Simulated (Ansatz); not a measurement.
**AlN (P6_3mc): refractive index against wavelength**

The refractive index of AlN (P6_3mc) along x below the direct gap (4.21 eV on the mesh) is read from one computed spectrum, n = √(Re ε). x, y and z are the Cartesian axes of the input cell.

The structure is hexagonal, space group P6_3mc (No. 186). Conventional cell: a = 3.113 Å, b = 3.113 Å, c = 4.981 Å, α = 90.00°, β = 90.00°, γ = 120.00°. Al on site b has 4 N at 1.89 Å as nearest neighbours. N on site b is surrounded by 4 Al at 1.89 Å.

Method: Ansatz 0.2.0, PBE, independent particles, k-mesh 9×9×5 with interpolation inside its cells, Gaussian parameter 0.1 eV.

Launch of the response step: `ansatz run input.yaml --threads 4 --pin off --max-ram 8192MiB --backend cpu --events-out ev --progress --plain --runs-dir out`. The run took 33 s, on 4 threads of AMD EPYC (Zen 3), on a shared host.

```
wavelength (nm)  photon energy E (eV)       n
           1310                 0.946  2.1528
           1064                 1.165  2.1582
            850                 1.459  2.1675
            700                 1.771  2.1801
            633                 1.959  2.1890
            532                 2.331  2.2103
            450                 2.755       ?
```

In the single-oscillator model n² − 1 = E₀E_d/(E₀² − E²), so 1/(n² − 1) = E₀/E_d − E²/(E₀E_d) is linear in E².

Working, on the rows shown:

| x = E² (eV²) | y = 1/(n² − 1) |
| --- | --- |
| 0.895757 | 0.275137 |
| 1.35784 | 0.273386 |
| 2.12762 | 0.270412 |
| 3.13716 | 0.266465 |
| 3.83641 | 0.263732 |
| 5.43137 | 0.257372 |

Means: x̄ = 2.7977, ȳ = 0.26775. Σ(x − x̄)(y − ȳ) = -0.05589, Σ(x − x̄)² = 14.27. Slope = -0.05589 / 14.27 = -0.003917; intercept = ȳ − slope · x̄ = 0.27871. Turned back into n, the line misses the rows shown by at most 0.00022.

Problem. Fill in the last column of the withheld row.

Solution. At x = 7.5912 the line gives y = 0.24898, that is 2.2397. The run gave 2.2414, so the extrapolation is off by 0.0017, 1.9 % of the range in the table.

Refitted with all rows, the slope is -0.003972 and the intercept 0.27884. These give E₀ = √(intercept/−slope) = 8.38 eV and E_d = E₀/intercept = 30.0 eV; E₀ is 2.0 times the direct gap. The electronic limit at long wavelengths, without lattice vibrations, is n = √(1 + 1/intercept) = 2.142. The cell comes from an older database entry, whose edges can be off by a per cent or so. Excitons are left out and so are local fields; PBE gaps are as a rule too small.

[Logs are printed without paths, hosts, clocks, repeated set-up lines and the standing remarks that a program may print on its own settings, such as how far it seeks lower states.]
